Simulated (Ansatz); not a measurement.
# 1T-MnF2 monolayer in a perpendicular field

What dipole does a perpendicular field induce in the 1T-MnF2 monolayer, and does the gap follow? A positive field points along +c.

Program: Ansatz 0.2.0. Level of theory: plane-wave DFT, PBE-D3(BJ), Ansatz PAW (set soft_1); PAW set soft_1. Values are calculated unless marked as measured.

Report form: inputs, costs, results and the conclusion, without the logs.

### 1. Set-up

The cell holds 3 atoms: 2 F and 1 Mn. Cell: a = 2.659 Å, b = 2.659 Å, c = 35.575 Å, α = 90.0°, β = 90.0°, γ = 120.0°. Vacuum lies along c.

### 2. Relaxation

The starting cell is a guess, so the in-plane lattice and the atoms are relaxed first, with the slab cut off from its images along the normal.

File input.yaml:

```yaml
crystal:
  lattice:
    - [2.658653, 0.0, 0.0]
    - [-1.3293265, 2.3024610378, 0.0]
    - [0.0, 0.0, 35.5749637281]
  atoms:
    - { symbol: F, position: [0.6666666667, 0.3333333333, 0.4680257759] }
    - { symbol: Mn, position: [0.0, 0.0, 0.5], spin: 4.0 }
    - { symbol: F, position: [0.3333333333, 0.6666666667, 0.5319742241] }
  periodic: [true, true, false]
magnetization:
  spin_polarized: true
kpoints:
  mp_grid: { grid: [12, 12, 1] }
hamiltonian:
  xc: pbe
  dispersion: d3bj
  pseudopotentials: { kind: paw, azcp: { folder: soft_1 } }
scf:
  occupations: { method: fermi_dirac, width: 0.05 }
  convergence: { dr2_threshold: 1.0e-09 }
relax:
  f_tol: 0.004
  max_steps: 90
  cell: {}
output:
  write_potential: true
  write_density: true
  volumetric_format: npy
```

The run is started by

```
$ ansatz run input.yaml --threads 2 --pin off --max-ram 3072MiB --backend cpu --events-out ev --progress --plain --runs-dir out
```

Wall time 75 s (2 threads of Intel Xeon Platinum 8488C (Sapphire Rapids), shared host); peak memory 0.74 GiB; 2.4 min of CPU time.

Relaxation path:

| step | energy less that of the first step (eV) | largest force component (eV/Å) | volume (Å³) |
| --- | --- | --- | --- |
| 1 | 0.0000 | 3.6532 | 217.77 |
| 2 | -1.2165 | 1.8635 | 237.87 |
| 3 | -1.9216 | 0.3545 | 260.58 |
| 4 | -2.1505 | 0.1230 | 284.33 |
| 5 | -2.1602 | 0.1111 | 291.28 |
| 6 | -2.1613 | 0.0547 | 291.15 |
| 7 | -2.1617 | 0.0004 | 291.13 |
| 8* | -2.4624 | 0.0090 | 291.13 |
| 9 | -2.7052 | 0.0230 | 311.31 |
| 10 | -2.7466 | 0.0196 | 335.83 |
| 11 | -2.7488 | 0.0017 | 333.77 |
| 12* | -2.7921 | 0.0077 | 333.77 |
| 13 | -2.7941 | 0.0015 | 338.10 |
| 14 | -2.7938 | 0.0042 | 340.20 |
| 15 | -2.7937 | 0.0003 | 340.35 |
| 16* | -2.7961 | 0.0010 | 340.35 |

Relaxation steps marked * repeat the geometry before them on a plane-wave basis chosen anew for their cell, so energy and pressure can jump there.

Forces are held to the 12 operations that the program found; a distortion that breaks them can't arise in this run.

| cell as run | before | after | change |
| --- | --- | --- | --- |
| a (Å) | 2.659 | 3.324 | +25.0 % |
| b (Å) | 2.659 | 3.324 | +25.0 % |

The atoms that moved most (Å, along periodic axes as changes of fractional coordinates times the final cell, across vacuum about the mean position):

| atom | dx | dy | dz | length |
| --- | --- | --- | --- | --- |
| F3 | 0.000 | 0.000 | -0.167 | 0.167 |
| F1 | 0.000 | 0.000 | 0.167 | 0.167 |

The relaxed structure:

```xyz
3
Lattice="3.3237 0.0000 0.0000 -1.6619 2.8784 0.0000 0.0000 0.0000 35.5750" Properties=species:S:1:pos:R:3
F     1.6619    0.9595   16.8173
Mn    0.0000    0.0000   17.7875
F     0.0000    1.9189   18.7577
```

Read from the output:

| Property | Result |
| --- | --- |
| total moment | 5.000 μB |
| site moments | 0.1046, 4.221, 0.1046 μB |
| gap on the k-mesh | 2.320 eV |

Site moment by atom:

| atom | site moment (μB) |
| --- | --- |
| F1 | 0.10 |
| Mn2 | 4.22 |
| F3 | 0.10 |

The lattice constant a goes from 2.659 to 3.324 Å.

### 3. Single point, field 0

A sawtooth potential applies the field, turning back in the middle of the vacuum. With the dipole correction the typed value is the field outside the slab. The induced dipole is small, so the SCF threshold is tight.

The cell differs from the one that the last finished run ended in (c 35.575 → 19.940 Å).

File input.yaml:

```yaml
crystal:
  lattice:
    - [3.323716436, 0.0, 0.0]
    - [-1.661858218, 2.8784228685, 0.0]
    - [0.0, 0.0, 19.9403620431]
  atoms:
    - { symbol: F, position: [0.6666666667, 0.3333333333, 0.4513458673], spin: 0.1 }
    - { symbol: Mn, position: [0.0, 0.0, 0.5], spin: 4.22 }
    - { symbol: F, position: [0.3333333333, 0.6666666667, 0.5486541327], spin: 0.1 }
magnetization:
  spin_polarized: true
kpoints:
  mp_grid: { grid: [18, 18, 1] }
  band_path:
    path: [[0, 0, 0], [0.5, 0, 0], [0.33333333, 0.33333333, 0], [0, 0, 0]]
    npoints: 16
hamiltonian:
  xc: pbe
  dispersion: d3bj
  pseudopotentials: { kind: paw, azcp: { folder: soft_1 } }
scf:
  occupations: { method: fermi_dirac, width: 0.02585 }
  convergence: { dr2_threshold: 1.0e-10 }
efield:
  axis: 3
  dipole_correction: true
  ramp_position: 0.97
  ramp_width: 0.06
  amplitude: 0
output:
  dos: { projected: true, e_range: [-6, 5] }
  write_potential: true
  write_density: true
  volumetric_format: npy
  elf: true
```

Elapsed: 17 s, on 2 threads; peak memory 0.65 GiB.

Numbers from this step:

```yaml
dipole_along_the_normal: 1.55e-8 e·Å
gap_along_the_path: 2.320 eV
ionisation_energy_upper_face: 5.747 eV
electron_affinity_upper_face: 3.426 eV
gap_the_smaller_of_path_and_mesh: 2.320 eV
```

Running mean over a fixed 2.5 Å (it still follows the layers) of the planar mean; the ramp of the sawtooth is left out. The electron's electrostatic potential energy less the Fermi level by z:

| z (Å) | electron's electrostatic potential energy less the Fermi level (eV) |
| --- | --- |
| 3.0 | 4.57 |
| 3.5 | 4.57 |
| 4.0 | 4.57 |
| 4.5 | 4.57 |
| 5.0 | 4.57 |
| 5.5 | 4.57 |
| 6.0 | 4.57 |
| 6.5 | 4.55 |
| 7.0 | 4.45 |
| 7.5 | 3.61 |
| 8.0 | 1.53 |
| 8.5 | -1.54 |
| 9.0 | -5.16 |
| 9.5 | -8.00 |
| 10.0 | -9.13 |
| 10.5 | -7.73 |
| 11.0 | -4.75 |
| 11.5 | -1.13 |
| 12.0 | 1.83 |
| 12.5 | 3.78 |
| 13.0 | 4.47 |
| 13.5 | 4.55 |
| 14.0 | 4.57 |
| 14.5 | 4.57 |
| 15.0 | 4.57 |
| 15.5 | 4.57 |
| 16.0 | 4.57 |
| 16.5 | 4.57 |
| 17.0 | 4.57 |

The density of states has structure finer than the step of the table below, so its rows give means over 0.25 eV. Peaks (eV: height): total -5.860: 12.7, -2.970: 9.28, -2.770: 11.0, -2.720: 16.9, 1.360: 9.59, 1.550: 18.9, 2.240: 11.2; up -5.310: 5.50, -2.970: 9.28, -2.770: 11.0, -2.720: 16.9, -1.860: 6.25, -1.340: 4.79; down -5.860: 11.5, -5.780: 6.48, 1.360: 9.47, 1.550: 18.8, 1.770: 6.85, 2.240: 11.1, 2.680: 5.29.

Table of density of states by energy, zero at the Fermi level of the run, which the smearing sets inside the gap; means over each step; values in states/eV a cell:

| energy (eV) | total | up | down |
| --- | --- | --- | --- |
| -5.75 | 5.61 | 1.49 | 4.13 |
| -5.50 | 4.22 | 1.67 | 2.55 |
| -5.25 | 3.57 | 1.22 | 2.35 |
| -5.00 | 0.472 | 0 | 0.472 |
| -4.75 | 0 | 0 | 0 |
| -4.50 | 0 | 0 | 0 |
| -4.25 | 0 | 0 | 0 |
| -4.00 | 0 | 0 | 0 |
| -3.75 | 0 | 0 | 0 |
| -3.50 | 0 | 0 | 0 |
| -3.25 | 0 | 0 | 0 |
| -3.00 | 3.88 | 3.88 | 0 |
| -2.75 | 7.39 | 7.39 | 0 |
| -2.50 | 0.943 | 0.943 | 0 |
| -2.25 | 0 | 0 | 0 |
| -2.00 | 0.517 | 0.517 | 0 |
| -1.75 | 2.87 | 2.87 | 0 |
| -1.50 | 2.47 | 2.47 | 0 |
| -1.25 | 1.86 | 1.86 | 0 |
| -1.00 | 0 | 0 | 0 |
| -0.75 | 0 | 0 | 0 |
| -0.50 | 0 | 0 | 0 |
| -0.25 | 0 | 0 | 0 |
| 0.00 | 0 | 0 | 0 |
| 0.25 | 0 | 0 | 0 |
| 0.50 | 0 | 0 | 0 |
| 0.75 | 0 | 0 | 0 |
| 1.00 | 0 | 0 | 0 |
| 1.25 | 3.38 | 0.0969 | 3.28 |
| 1.50 | 6.01 | 0.125 | 5.89 |
| 1.75 | 3.57 | 0.132 | 3.44 |
| 2.00 | 0.166 | 0.135 | 0.0313 |
| 2.25 | 3.67 | 0.143 | 3.53 |
| 2.50 | 2.75 | 0.148 | 2.60 |
| 2.75 | 2.29 | 0.155 | 2.13 |
| 3.00 | 0.336 | 0.161 | 0.174 |

Projected DOS per atom over height of the atomic layer and energy from the Fermi level. Layers: F Mn F from below.

Ten even steps from '0' (0.0 states/eV) to '9' (5.8 states/eV), each cell a mean:
```
000
050
020
060
050
000
000
000
000
000
010
030
010
010
090
000
000
000
000
000
303
404
```
Columns: height of the atomic layer (Å) from 9 to 10.9; rows upwards: energy from the Fermi level (eV) from -5.96 to 3.13.

Projected DOS per atom, spin up over height of the atomic layer and energy from the Fermi level. Layers: F Mn F from below.

Ten even steps from '_' (0.0 states/eV) to '@' (5.8 states/eV), each cell a mean:
```
______
______
______
______
______
______
______
______
______
______
__..__
__--__
__..__
__..__
__@@__
______
______
______
______
______
..__..
..__..
```
Columns: height of the atomic layer (Å) from 9 to 10.9; rows upwards: energy from the Fermi level (eV) from -5.96 to 3.13.

Projected DOS per atom, spin down over height of the atomic layer and energy from the Fermi level. Layers: F Mn F from below.

Values in states/eV, 22 rows by 3 columns, each cell a mean:
```
0.02 0.22 0.02
0.17 2.82 0.17
0.07 1.48 0.07
0.04 3.73 0.04
0.05 3.22 0.05
0.00 0.00 0.00
0.00 0.00 0.00
0.00 0.00 0.00
0.00 0.00 0.00
0.00 0.00 0.00
0.00 0.00 0.00
0.00 0.00 0.00
0.00 0.00 0.00
0.00 0.00 0.00
0.00 0.00 0.00
0.00 0.00 0.00
0.00 0.00 0.00
0.00 0.00 0.00
0.00 0.00 0.00
0.44 0.01 0.44
1.16 0.06 1.16
1.80 0.18 1.80
```
Columns: height of the atomic layer (Å) from 9 to 10.9; rows upwards: energy from the Fermi level (eV) from -5.96 to 3.13.

Deep bands are left out, so band numbers here count from the lowest band kept and differ from the log's. The electronic bands at the labelled points (eV, zero at the Fermi level of the run, which the smearing sets inside the gap; # counts the bands kept):

| point | up #9 | up #10 | up #11 | up #12 | down #7 | down #8 | down #9 | down #10 |
| --- | --- | --- | --- | --- | --- | --- | --- | --- |
| Γ | -2.52 | -1.18 | -1.18 | 1.14 | 1.39 | 1.39 | 1.43 | 2.32 |
| halfway | -2.65 | -1.70 | -1.31 | 2.81 | 1.29 | 1.60 | 1.65 | 2.30 |
| M | -2.73 | -1.89 | -1.34 | 5.84 | 1.21 | 1.55 | 1.87 | 2.24 |
| halfway | -2.70 | -1.87 | -1.51 | 6.07 | 1.33 | 1.54 | 1.80 | 2.29 |
| K | -2.64 | -1.75 | -1.75 | 6.44 | 1.39 | 1.65 | 1.65 | 2.40 |
| halfway | -2.71 | -1.72 | -1.43 | 3.29 | 1.38 | 1.49 | 1.72 | 2.34 |
| Γ | -2.52 | -1.18 | -1.18 | 1.14 | 1.39 | 1.39 | 1.43 | 2.32 |

Spin density in the ca plane at fractional y = 0.000, with atoms of Mn within 0.2 Å of it.

Values in units of 1e0 e/Å³, 5 rows by 16 columns, each cell a mean:
```
0.0 0.0 0.0 0.0 0.0 0.0 0.0 0.1 2.4 0.5 0.0 0.0 0.0 0.0 0.0 0.0
0.0 0.0 0.0 0.0 0.0 0.0 0.0 0.0 0.1 0.0 0.0 0.0 0.0 0.0 0.0 0.0
0.0 0.0 0.0 0.0 0.0 0.0 0.0 0.0 0.0 0.0 0.0 0.0 0.0 0.0 0.0 0.0
0.0 0.0 0.0 0.0 0.0 0.0 0.0 0.0 0.3 0.1 0.0 0.0 0.0 0.0 0.0 0.0
0.0 0.0 0.0 0.0 0.0 0.0 0.0 0.1 4.0 0.8 0.0 0.0 0.0 0.0 0.0 0.0
```
Columns run along c (16.0 Å, from fractional 0.07 to 0.88 of the cell), rows up along a (3.3 Å). Atoms in or near the plane, at fractional coordinates: Mn at (0.50, 0.00).

Electrostatic potential energy in the ca plane at fractional y = 0.000, with atoms of Mn within 0.2 Å of it. With pseudopotentials it is smooth inside the atoms' cores, unlike the true potential.

Values in eV, 5 rows by 16 columns, each cell a mean:
```
  3   3   3   3   3   2   2  -6 -36 -19   1   2   3   3   3   3
  3   3   3   3   3   3   2  -1  -9  -3   2   3   3   3   3   3
  3   3   3   3   3   3   2   0  -2  -1   2   3   3   3   3   3
  3   3   3   3   3   3   2  -2 -17  -7   1   2   3   3   3   3
  3   3   3   3   3   2   2  -8 -39 -23   0   2   3   3   3   3
```
Columns run along c (16.0 Å, from fractional 0.07 to 0.88 of the cell; values clipped at the 3rd and 97th percentile), rows up along a (3.3 Å). Atoms in or near the plane, at fractional coordinates: Mn at (0.50, 0.00).

Valence density in the ca plane at fractional y = 0.000, with atoms of Mn within 0.2 Å of it. It is the smooth field of the valence electrons, not physical close to the nuclei.

Values in e/Å³, 5 rows by 16 columns, each cell a mean:
```
 0  0  0  0  0  0  0  0  8  1  0  0  0  0  0  0
 0  0  0  0  0  0  0  0  0  0  0  0  0  0  0  0
 0  0  0  0  0  0  0  0  0  0  0  0  0  0  0  0
 0  0  0  0  0  0  0  0  1  0  0  0  0  0  0  0
 0  0  0  0  0  0  0  0 13  2  0  0  0  0  0  0
```
Columns run along c (16.0 Å, from fractional 0.07 to 0.88 of the cell), rows up along a (3.3 Å). Atoms in or near the plane, at fractional coordinates: Mn at (0.50, 0.00).

The gap is 2.32 eV, with the valence edge 5.75 eV and the conduction edge 3.43 eV under the upper vacuum level.

### 4. Atoms held, field 0.1 V/Å

Edit input.yaml of step 3 so:

```diff
@@ -26,7 +26,6 @@
   dipole_correction: true
-  ramp_position: 0.97
-  ramp_width: 0.06
-  amplitude: 0
+  ramp_position: 0.9248
+  ramp_width: 0.1504
+  amplitude: 0.1
 output:
-  dos: { projected: true, e_range: [-6, 5] }
   write_potential: true
@@ -34,2 +33 @@
   volumetric_format: npy
-  elf: true
```

Elapsed: 17 s, on 2 threads; peak memory 0.65 GiB.

The dipole is 0.0125 e·Å, and the gap 2.318 eV.

### 5. Atoms held, field -0.1 V/Å

Edit input.yaml of step 4 so:

```diff
@@ -28,3 +28,3 @@
   ramp_width: 0.1504
-  amplitude: 0.1
+  amplitude: -0.1
 output:
```

Elapsed: 18 s, on 2 threads; peak memory 0.66 GiB; 33 s of CPU time.

The dipole is -0.0125 e·Å, and the gap 2.318 eV.

### 6. Response, atoms held

This step: plane-wave DFT, PBE-D3(BJ), Ansatz PAW (set soft_1); response to a field along the normal, atoms held; PAW set soft_1 (Ansatz 0.2.0).

The dipoles give the slope, and the difference of two potentials shows where the field is screened.

Numbers from this step:

| Property | Result |
| --- | --- |
| equivalent conductor thickness p/(ε₀AE) | 2.366 Å |
| distance between the outer atoms | 1.940 Å |

Table of dipole of the cell by applied field:

| applied field (V/Å) | dipole of the cell (e·Å) |
| --- | --- |
| -0.1000 | -0.0125 |
| 0.0000 | 1.5e-8 |
| 0.1000 | 0.0125 |

The total moment stays at 5 μB for applied field from -0.1 to 0.1 V/Å.

Local field over the applied field, running mean. From the potentials at -0.1 and 0.1 V/Å; running mean over 2.5 Å. Table of local field over applied field by z:

z (Å), local field over applied field and a bar from the least value:
```
      4.5      1.000 ##############################
      5.0      1.000 ##############################
      5.5      0.999 ##############################
      6.0      0.995 ##############################
      6.5      0.983 #############################
      7.0      0.946 ############################
      7.5      0.861 ########################
      8.0      0.739 ##################
      8.5      0.596 ############
      9.0      0.462 ######
      9.5      0.354 ##
     10.0      0.320 
     10.5      0.363 ##
     11.0      0.477 #######
     11.5      0.613 #############
     12.0      0.755 ###################
     12.5      0.874 ########################
     13.0      0.953 ############################
     13.5      0.985 #############################
     14.0      0.996 ##############################
     14.5      0.999 ##############################
     15.0      1.000 ##############################
     15.5      1.000 ##############################
```

Electrons, planar mean, per unit field. Table of induced electron density by z:

| z (Å) | induced electron density (e/Å³ per V/Å) |
| --- | --- |
| 4.14 | 9.4e-8 |
| 4.43 | 2.2e-7 |
| 4.73 | 4.9e-7 |
| 5.02 | 1.1e-6 |
| 5.47 | 3.8e-6 |
| 5.76 | 8.6e-6 |
| 6.06 | 1.9e-5 |
| 6.35 | 4.3e-5 |
| 6.65 | 9.3e-5 |
| 6.94 | 2.0e-4 |
| 7.24 | 4.1e-4 |
| 7.53 | 8.1e-4 |
| 7.98 | 0.00199 |
| 8.27 | 0.00299 |
| 8.57 | 0.00280 |
| 8.86 | 0.00136 |
| 9.16 | 0.00219 |
| 9.45 | 3.7e-4 |
| 9.75 | -3.4e-4 |
| 10.19 | 3.4e-4 |
| 10.49 | -3.7e-4 |
| 10.78 | -0.00219 |
| 11.08 | -0.00136 |
| 11.37 | -0.00280 |
| 11.67 | -0.00299 |
| 11.96 | -0.00199 |
| 12.41 | -8.1e-4 |
| 12.70 | -4.1e-4 |
| 13.00 | -2.0e-4 |
| 13.29 | -9.3e-5 |
| 13.59 | -4.3e-5 |
| 13.88 | -1.9e-5 |
| 14.18 | -8.6e-6 |
| 14.48 | -3.8e-6 |
| 14.92 | -1.1e-6 |
| 15.21 | -4.9e-7 |
| 15.51 | -2.2e-7 |
| 15.80 | -9.4e-8 |

By hand: between -0.1 and 0.1 V/Å the dipole changes by 0.02502 e·Å, a slope of 0.1251 e·Å²/V. A perfect conductor of thickness t has p = ε₀AEt, so t = 180.95 × 0.1251 / 9.567 = 2.37 Å (e/ε₀ = 180.95 V·Å, A in Å²).

The induced dipole is that of a conductor 2.37 Å thick.

### 7. Summary of results

| Property | Result |
| --- | --- |
| gap without field | 2.32 eV |
| ionisation energy, upper face | 5.75 eV |
| electron affinity, upper face | 3.43 eV |
| equivalent conductor thickness, atoms held | 2.37 Å |

In words: The induced dipole equals that of a perfect conductor 2.37 Å thick, while the outer atoms lie 1.94 Å apart; an out-of-plane ε follows only once a thickness t is chosen, by 1 − 1/ε = 2.37 Å / t. The gap stays within 0.01 eV of 2.32 eV over the fields run, up to 0.1 V/Å in size. Semilocal functionals give gaps that are too small, and excitons are not included. The magnetic order is the one reached from the typed start; other orders were not compared.

[Long decimals in the printed logs are rounded to 6 places.]

[Logs are printed without paths, hosts, clocks, repeated set-up lines and the standing remarks that a program may print on its own settings, such as how far it seeks lower states.]

[Hosts, paths, dates, database ids (printed as entryN), source tags and the programs' standing remarks are cut or masked in the printed files.]

[Maps of the electrostatic potential energy from Ansatz leave out the sawtooth potential of an applied field or a dipole correction, so their vacuum need not be flat; planar profiles and work functions include it.]

[The density of states shown here was stored with 400 of the rows of the run's finer table, so its peaks can read low, often by over a quarter, or be missed, and its means over a window can be off by a tenth or more.]
